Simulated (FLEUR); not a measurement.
# Magnetic state of MnO2 (Pyrolusite) from several starts, part 2 of 4

A self-consistent run ends on one state, which hangs on the start. Several orders of MnO2 (Pyrolusite) are started in FLEUR and their energies compared.

FLEUR MaX-R8.1; PBE with U = 4 eV on Mn d; all-electron FLAPW, Dirac cores, scalar-relativistic bands.

So far, largest spin moment in the muffin-tin sphere (μB): step 2 (order 1, typed as ferro ++) 2.97.

## Step 3: Order 2, typed as antiferro +-

Reversing part of the moments tests the sign of the couplings between them.

Contents of inp.xml:

```
<?xml version="1.0" encoding="UTF-8" standalone="no"?>
<fleurInput fleurInputVersion="0.39">
   <comment>
      MnO2
   </comment>
   <calculationSetup>
      <cutoffs Kmax="4.4" Gmax="13.2" GmaxXC="13.2" numbands="0"/>
      <scfLoop itmax="120" minDistance="0.0001" maxIterBroyd="15" imix="Anderson" alpha="0.05" precondParam="0.0" spinf="2.0" sdNocoIR="T"/>
      <coreElectrons ctail="T" frcor="F" kcrel="0" coretail_lmax="0"/>
      <xcFunctional name="pbe" relativisticCorrections="F"/>
      <magnetism jspins="2"/>
      <soc l_soc="F" theta="0.0" phi="0.0" spav="F"/>
      <expertModes spex="0" secvar="F"/>
      <geometryOptimization l_f="F" forcealpha="1.0" forcemix="BFGS" epsdisp="0.00001" epsforce="0.00001"/>
      <ldaU l_linMix="F" mixParam="0.05" spinf="1.0"/>
   </calculationSetup>
   <cell>
      <bzIntegration valenceElectrons="54.0" mode="hist" fermiSmearingEnergy="0.00183747">
         <kPointListSelection listName="default-1"/>
         <xi:include xmlns:xi="http://www.w3.org/2001/XInclude" href="kpts.xml"> </xi:include>
      </bzIntegration>
      <xi:include xmlns:xi="http://www.w3.org/2001/XInclude" href="sym.xml"> </xi:include>
      <bulkLattice scale="1.0">
         <bravaisMatrix>
            <row-1>    8.3115824138281784     0.0000000000000000     0.0000000000000000</row-1>
            <row-2>    0.0000000000000000     8.3115824138281784     0.0000000000000000</row-2>
            <row-3>    0.0000000000000000     0.0000000000000000     5.4291831559758004</row-3>
         </bravaisMatrix>
      </bulkLattice>
   </cell>
   <atomSpecies>
      <species name="Manganese 4.500" element="Mn" atomicNumber="25">
         <mtSphere radius="2.21" gridPoints="731" logIncrement="0.017"/>
         <atomicCutoffs lmax="8" lnonsphr="6"/>
         <electronConfig flipSpins="F">
            <coreConfig>(1s1/2) (2s1/2) (2p1/2) (2p3/2)</coreConfig>
            <valenceConfig>(3s1/2) (3p1/2) (3p3/2) (4s1/2) (3d3/2) (3d5/2)</valenceConfig>
            <stateOccupation state="(3d3/2)" spinUp="1.75" spinDown="0.25"/>
            <stateOccupation state="(3d5/2)" spinUp="3.0" spinDown="0.0"/>
         </electronConfig>
         <energyParameters s="4" p="4" d="3" f="4"/>
         <ldaU l="2" U="4.0" J="0.0" l_amf="F"/>
         <lo type="SCLO" l="0" n="3" eDeriv="0"/>
         <lo type="SCLO" l="1" n="3" eDeriv="0"/>
      </species>
      <species name="Manganese -4.500" element="Mn" atomicNumber="25">
         <mtSphere radius="2.21" gridPoints="731" logIncrement="0.017"/>
         <atomicCutoffs lmax="8" lnonsphr="6"/>
         <electronConfig flipSpins="F">
            <coreConfig>(1s1/2) (2s1/2) (2p1/2) (2p3/2)</coreConfig>
            <valenceConfig>(3s1/2) (3p1/2) (3p3/2) (4s1/2) (3d3/2) (3d5/2)</valenceConfig>
            <stateOccupation state="(3d3/2)" spinUp="0.25" spinDown="1.75"/>
            <stateOccupation state="(3d5/2)" spinUp="0.0" spinDown="3.0"/>
         </electronConfig>
         <energyParameters s="4" p="4" d="3" f="4"/>
         <ldaU l="2" U="4.0" J="0.0" l_amf="F"/>
         <lo type="SCLO" l="0" n="3" eDeriv="0"/>
         <lo type="SCLO" l="1" n="3" eDeriv="0"/>
      </species>
      <species name="Oxygen (O)" element="O" atomicNumber="8">
         <mtSphere radius="1.25" gridPoints="415" logIncrement="0.025"/>
         <atomicCutoffs lmax="6" lnonsphr="4"/>
         <electronConfig flipSpins="F">
            <coreConfig>(1s1/2)</coreConfig>
            <valenceConfig>(2s1/2) (2p1/2) (2p3/2)</valenceConfig>
            <stateOccupation state="(2p1/2)" spinUp="0.666667" spinDown="0.666667"/>
            <stateOccupation state="(2p3/2)" spinUp="1.333333" spinDown="1.333333"/>
         </electronConfig>
         <energyParameters s="2" p="2" d="3" f="4"/>
      </species>
   </atomSpecies>
   <atomGroups>
      <atomGroup species="Manganese 4.500">
         <relPos label="                   1">.0000000000 .0000000000 .0000000000</relPos>
         <force calculate="T" relaxXYZ="TTT"/>
      </atomGroup>
      <atomGroup species="Manganese -4.500">
         <relPos label="                   2">1.000/2.000 1.000/2.000 1.000/2.000</relPos>
         <force calculate="T" relaxXYZ="TTT"/>
      </atomGroup>
      <atomGroup species="Oxygen (O)">
         <relPos label="                   3">.3051500000 .3051500000 .0000000000</relPos>
         <relPos label="                   5">-.3051500000 -.3051500000 .0000000000</relPos>
         <force calculate="T" relaxXYZ="TTT"/>
      </atomGroup>
      <atomGroup species="Oxygen (O)">
         <relPos label="                   4">.1948500000 -.1948500000 1.000/2.000</relPos>
         <relPos label="                   6">-.1948500000 .1948500000 1.000/2.000</relPos>
         <force calculate="T" relaxXYZ="TTT"/>
      </atomGroup>
   </atomGroups>
   <output dos="F" band="F" slice="F">
      <bandDOS minEnergy="-.5*Htr" maxEnergy="0.5*Htr" sigma="0.015" storeEVData="T"/>
      <plotting iplot="0" polar="F">
         <plot TwoD="T" vec1="  1.0  0.0  0.0" vec2="  0.0  1.0  0.0" vec3="  0.0  0.0  1.0" zero="  0.0  0.0  0.0" file="plot"/>
      </plotting>
      <moessbauerParams electricFieldGradient="F" isomerShift="F" coreHyperfine="F" valenceHyperfine="F"/>
   </output>
</fleurInput>
```

Contents of crystal.txt:

```
MnO2
&input film=F cartesian=F /
4.39830000000  0.00000000000  0.00000000000
0.00000000000  4.39830000000  0.00000000000
0.00000000000  0.00000000000  2.87300000000
1.8897261246
1.0 1.0 1.0

6
25 0.00000000000  0.00000000000  0.00000000000 : 4.500
25 0.50000000000  0.50000000000  0.50000000000 : -4.500
8 0.30515000000  0.30515000000  0.00000000000
8 0.19485000000  0.80515000000  0.50000000000
8 0.69485000000  0.69485000000  0.00000000000
8 0.80515000000  0.19485000000  0.50000000000

&kpt div1=8 div2=8 div3=8 gamma=T /
```

The run is started by

```console
$ OMP_NUM_THREADS=1 inpgen -f crystal.txt > inpgen.log  # inp.xml is then edited as shown
$ OMP_NUM_THREADS=1 mpirun -n 4 fleur_MPI > fleur.log
```

The log of the run:

```text
[banner, memory and clock lines left out]
Welcome to FLEUR        (www.flapw.de)
      MaX-Release 8.1          (www.max-centre.eu)

 ========== k-point set info ==========
 Selected k-point list: default-1
 k-point list type: mesh
 0 x 0 x 0
 Number of k points: 108

 ------------Calculation Setup---------------------------
 Number of PE/node        :            4
 Number of OMP-threads    :            1
 k-points in parallel     :            4
 pe's per k-point         :            1
 No of k-point loops      :           27
 Eigenvalue solver        :       lapack
 Number of basis functions:          592
 Approximate size of matrices (H+S) per k-point:         0.005 GB
 no density matrix found ... skipping LDA+U
 Reset of history
 Iteration:     1   Distance:      43.84043156 me/bohr^3
 Iteration:     2   Distance:      39.45715091 me/bohr^3
 Iteration:     3   Distance:      32.78505122 me/bohr^3
 Iteration:     4   Distance:      19.65582830 me/bohr^3
 Iteration:     5   Distance:      18.49258339 me/bohr^3
 Iteration:     6   Distance:       4.35432864 me/bohr^3
 Iteration:     7   Distance:       8.17421919 me/bohr^3
 Iteration:     8   Distance:       8.75147626 me/bohr^3
 Iteration:     9   Distance:       1.71365660 me/bohr^3
 Iteration:    10   Distance:       1.29276040 me/bohr^3
 Iteration:    11   Distance:       1.14712662 me/bohr^3
 Iteration:    12   Distance:       0.53528321 me/bohr^3
 Iteration:    13   Distance:       0.34020335 me/bohr^3
 Iteration:    14   Distance:       0.09342906 me/bohr^3
 Iteration:    15   Distance:       0.03729567 me/bohr^3
 Iteration:    16   Distance:       0.01786641 me/bohr^3
 Iteration:    17   Distance:       0.01465169 me/bohr^3
 Iteration:    18   Distance:       0.00789680 me/bohr^3
 Iteration:    19   Distance:       0.00362414 me/bohr^3
 Iteration:    20   Distance:       0.00204660 me/bohr^3
 Iteration:    21   Distance:       0.00124292 me/bohr^3
 Iteration:    22   Distance:       0.00153871 me/bohr^3
 Iteration:    23   Distance:       0.00068509 me/bohr^3
 Iteration:    24   Distance:       0.00030335 me/bohr^3
 Iteration:    25   Distance:       0.00009586 me/bohr^3

 ********************************************************************
 Run finished successfully
 Stop message:
   all done
 ********************************************************************

--- out.xml (last complete iteration) ---
<iteration numberForCurrentRun="   25" overallNumber="   25">
         [... left out ...]
         <bandgap value="0.3449667838" units="eV"/>
         <sumValenceSingleParticleEnergies value="-29.1309705046" units="Htr"/>
         <FermiEnergy value="0.2670974672" units="Htr"/>
         <valenceDensity>
            <mtCharges spin="1">
               <mtCharge atomType="1" total="8.2220999" s="1.1567749" p="3.2220043" d="3.7568998" f="0.0635897"/>
               <mtCharge atomType="2" total="5.3381475" s="1.1405728" p="3.2046022" d="0.9052266" f="0.0631057"/>
               <mtCharge atomType="3" total="1.9473732" s="0.6117379" p="1.3335356" d="0.0017990" f="0.0002558"/>
               <mtCharge atomType="4" total="1.9630461" s="0.6126519" p="1.3476957" d="0.0023095" f="0.0003321"/>
            </mtCharges>
            <mtCharges spin="2">
               <mtCharge atomType="1" total="5.3381446" s="1.1405720" p="3.2046011" d="0.9052257" f="0.0631055"/>
               <mtCharge atomType="2" total="8.2220992" s="1.1567753" p="3.2220047" d="3.7568982" f="0.0635897"/>
               <mtCharge atomType="3" total="1.9630492" s="0.6126522" p="1.3476985" d="0.0023094" f="0.0003321"/>
               <mtCharge atomType="4" total="1.9473729" s="0.6117381" p="1.3335351" d="0.0017990" f="0.0002558"/>
            </mtCharges>
            <spinDependentCharge spin="1" total="27.0000000" interstitial="5.6189138" mtSpheres="21.3810862"/>
            <spinDependentCharge spin="2" total="27.0000000" interstitial="5.6189120" mtSpheres="21.3810880"/>
            <totalCharge value="54.0000000000"/>
         </valenceDensity>
         [... left out ...]
         <magneticMomentsInMTSpheres units="muBohr">
            <globalMagMoment atomType="1" vec="0.00000   0.00000   2.88396"/>
            <localMagMoment atomType="1" vec="0.00000   0.00000   2.88396"/>
            <globalMagMoment atomType="2" vec="0.00000   0.00000  -2.88395"/>
            <localMagMoment atomType="2" vec="0.00000   0.00000  -2.88395"/>
            <globalMagMoment atomType="3" vec="0.00000   0.00000  -0.01568"/>
            <localMagMoment atomType="3" vec="0.00000   0.00000  -0.01568"/>
            <globalMagMoment atomType="4" vec="0.00000   0.00000   0.01567"/>
            <localMagMoment atomType="4" vec="0.00000   0.00000   0.01567"/>
         </magneticMomentsInMTSpheres>
         [... left out ...]
         <totalEnergy value="    -2618.0795086401" units="Htr">
            <sumOfEigenvalues value="    -1499.2925477816">
               <coreElectrons value="-1470.1615772769"/>
               <valenceElectrons value="-29.1309705046"/>
            </sumOfEigenvalues>
            <densityCoulombPotentialIntegral value="-3965.8555231900"/>
            <densityEffectivePotentialIntegral value="-4145.4293302695"/>
            <chargeDenXCDenIntegral value="-138.6914736011"/>
            <FockExchangeEnergyValence value="0.0000000000"/>
            <FockExchangeEnergyCore value="0.0000000000"/>
         [... left out ...]
            <dftUCorrection value="-0.4902879861"/>
            <tkbTimesEntropy value="0.0000031312"/>
            <freeEnergy value="-2618.0795117713"/>
            <extrapolationTo0K value="-2618.0795102057"/>
         </totalEnergy>
         [... left out ...]
         <ldaUDensityMatrixConvergence>
            <distance spin="1" distance="0.000004"/>
            <distance spin="2" distance="0.000003"/>
         </ldaUDensityMatrixConvergence>
         <densityConvergence units="me/bohr^3">
            <chargeDensity spin="1" distance="0.0000586267"/>
            <chargeDensity spin="2" distance="0.0000572779"/>
            <overallChargeDensity distance="0.0000958617"/>
            <spinDensity distance="0.0000651633"/>
         </densityConvergence>
      </iteration>
```

Wall time 3 min (4 MPI ranks of Arm Neoverse V1, shared host); peak memory 0.33 GiB; 12 min of CPU time.

Spin moment in the muffin-tin sphere by atom:

| atom | spin moment in the muffin-tin sphere (μB) |
| --- | --- |
| Mn1 | 2.88 |
| Mn2 | -2.88 |
| O3 | -0.02 |
| O4 | 0.02 |
| O5 | -0.02 |
| O6 | 0.02 |

Numbers from this step:

```
free energy                                                       : -71241.5728 eV
program's band gap on this mesh (in a metal only a level spacing) : 0.3450 eV
magnetization                                                     : 0 μB
final state                                                       : antiferromagnetic
```

It lies 34.1 meV a seeded atom under the first start, and its largest moment is 2.88 μB against 2.97 μB.

## Step 4: Start 3: antiferro q=(0,1/2,0) +-+-

Another pattern of signs weighs the neighbour shells otherwise.

This order needs a doubled cell of 12 atoms. The mesh is halved along the doubled vector, so that both cells sample the same points. The k list default-1 (kpts.xml, not shown) is a Γ-centred 8×4×8 mesh.

inp.xml: that of step 3 with these lines changed.

```diff
@@ -17,3 +17,3 @@
    <cell>
-      <bzIntegration valenceElectrons="54.0" mode="hist" fermiSmearingEnergy="0.00183747">
+      <bzIntegration valenceElectrons="108.0" mode="hist" fermiSmearingEnergy="0.00183747">
          <kPointListSelection listName="default-1"/>
@@ -25,3 +25,3 @@
             <row-1>    8.3115824138281784     0.0000000000000000     0.0000000000000000</row-1>
-            <row-2>    0.0000000000000000     8.3115824138281784     0.0000000000000000</row-2>
+            <row-2>    0.0000000000000000    16.6231648276563568     0.0000000000000000</row-2>
             <row-3>    0.0000000000000000     0.0000000000000000     5.4291831559758004</row-3>
@@ -74,2 +74,3 @@
          <relPos label="                   1">.0000000000 .0000000000 .0000000000</relPos>
+         <relPos label="                   3">1.000/2.000 1.000/4.000 1.000/2.000</relPos>
          <force calculate="T" relaxXYZ="TTT"/>
@@ -77,3 +78,4 @@
       <atomGroup species="Manganese -4.500">
-         <relPos label="                   2">1.000/2.000 1.000/2.000 1.000/2.000</relPos>
+         <relPos label="                   2">.0000000000 1.000/2.000 .0000000000</relPos>
+         <relPos label="                   4">1.000/2.000 -1.000/4.000 1.000/2.000</relPos>
          <force calculate="T" relaxXYZ="TTT"/>
@@ -81,4 +83,4 @@
       <atomGroup species="Oxygen (O)">
-         <relPos label="                   3">.3051500000 .3051500000 .0000000000</relPos>
-         <relPos label="                   5">-.3051500000 -.3051500000 .0000000000</relPos>
+         <relPos label="                   5">.3051500000 .1525750000 .0000000000</relPos>
+         <relPos label="                  11">-.1948500000 .0974250000 1.000/2.000</relPos>
          <force calculate="T" relaxXYZ="TTT"/>
@@ -86,4 +88,14 @@
       <atomGroup species="Oxygen (O)">
-         <relPos label="                   4">.1948500000 -.1948500000 1.000/2.000</relPos>
-         <relPos label="                   6">-.1948500000 .1948500000 1.000/2.000</relPos>
+         <relPos label="                   6">.3051500000 -.3474250000 .0000000000</relPos>
+         <relPos label="                  12">-.1948500000 -.4025750000 1.000/2.000</relPos>
+         <force calculate="T" relaxXYZ="TTT"/>
+      </atomGroup>
+      <atomGroup species="Oxygen (O)">
+         <relPos label="                   7">.1948500000 .4025750000 1.000/2.000</relPos>
+         <relPos label="                  10">-.3051500000 -.1525750000 .0000000000</relPos>
+         <force calculate="T" relaxXYZ="TTT"/>
+      </atomGroup>
+      <atomGroup species="Oxygen (O)">
+         <relPos label="                   8">.1948500000 -.0974250000 1.000/2.000</relPos>
+         <relPos label="                   9">-.3051500000 .3474250000 .0000000000</relPos>
          <force calculate="T" relaxXYZ="TTT"/>
```

Contents of crystal.txt:

```
MnO2
&input film=F cartesian=F /
4.39830000000  0.00000000000  0.00000000000
0.00000000000  8.79660000000  0.00000000000
0.00000000000  0.00000000000  2.87300000000
1.8897261246
1.0 1.0 1.0

12
25 0.00000000000  0.00000000000  0.00000000000 : 4.500
25 0.00000000000  0.50000000000  0.00000000000 : -4.500
25 0.50000000000  0.25000000000  0.50000000000 : 4.500
25 0.50000000000  0.75000000000  0.50000000000 : -4.500
8 0.30515000000  0.15257500000  0.00000000000
8 0.30515000000  0.65257500000  0.00000000000
8 0.19485000000  0.40257500000  0.50000000000
8 0.19485000000  0.90257500000  0.50000000000
8 0.69485000000  0.34742500000  0.00000000000
8 0.69485000000  0.84742500000  0.00000000000
8 0.80515000000  0.09742500000  0.50000000000
8 0.80515000000  0.59742500000  0.50000000000

&kpt div1=8 div2=4 div3=8 gamma=T /
```

The log of the run:

```text
[banner, memory and clock lines left out]
Welcome to FLEUR        (www.flapw.de)
      MaX-Release 8.1          (www.max-centre.eu)

 ========== k-point set info ==========
 Selected k-point list: default-1
 k-point list type: mesh
 0 x 0 x 0
 Number of k points: 76

 [... set-up left out ...]
 no density matrix found ... skipping LDA+U
 Reset of history
 Iteration:     1   Distance:      43.67170306 me/bohr^3
 Iteration:     2   Distance:      39.34056887 me/bohr^3
 Iteration:     3   Distance:      32.69038261 me/bohr^3
 Iteration:     4   Distance:      17.41976218 me/bohr^3
[...]
[... left out ...]
            <freeEnergy value="-5236.1574736396"/>
            <extrapolationTo0K value="-5236.1574725839"/>
         </totalEnergy>
         [... left out ...]
         <ldaUDensityMatrixConvergence>
            <distance spin="1" distance="0.000003"/>
            <distance spin="2" distance="0.000003"/>
         </ldaUDensityMatrixConvergence>
         <densityConvergence units="me/bohr^3">
            <chargeDensity spin="1" distance="0.0000227960"/>
            <chargeDensity spin="2" distance="0.0000225984"/>
            <overallChargeDensity distance="0.0000337012"/>
            <spinDensity distance="0.0000304125"/>
         </densityConvergence>
      </iteration>
```

It took 31 min on 4 MPI ranks; peak memory 0.88 GiB.

Spin moment in the muffin-tin sphere by atom:

| atom | spin moment in the muffin-tin sphere (μB) |
| --- | --- |
| Mn1 | 2.92 |
| Mn2 | -2.92 |
| Mn3 | 2.92 |
| Mn4 | -2.92 |
| O5 | -0.01 |
| O6 | 0.01 |
| O7 | -0.01 |
| O8 | 0.01 |
| O9 | 0.01 |
| O10 | -0.01 |
| O11 | -0.01 |
| O12 | 0.01 |

Read from the output:

* free energy: -142483.1035 eV
* program's band gap on this mesh (in a metal only a level spacing): 0.4576 eV
* magnetization: 0 μB
* final state: antiferromagnetic

It lies 23.6 meV a seeded atom under the first start, and its largest moment is 2.92 μB against 2.97 μB.

(Continued in part 3 of 4.)

[Logs and program files are shortened in this print: banners, set-up blocks, solver, clock and traceback lines can be left out without a mark of their own.]

[Logs are printed without paths, hosts, clocks, repeated set-up lines and the standing remarks that a program may print on its own settings, such as how far it seeks lower states.]

[Hosts, paths, dates, database ids (printed as entryN), source tags and the programs' standing remarks are cut or masked in the printed files.]

[Where a cell is said to come from a database of computed structures, the database is the Materials Project.]
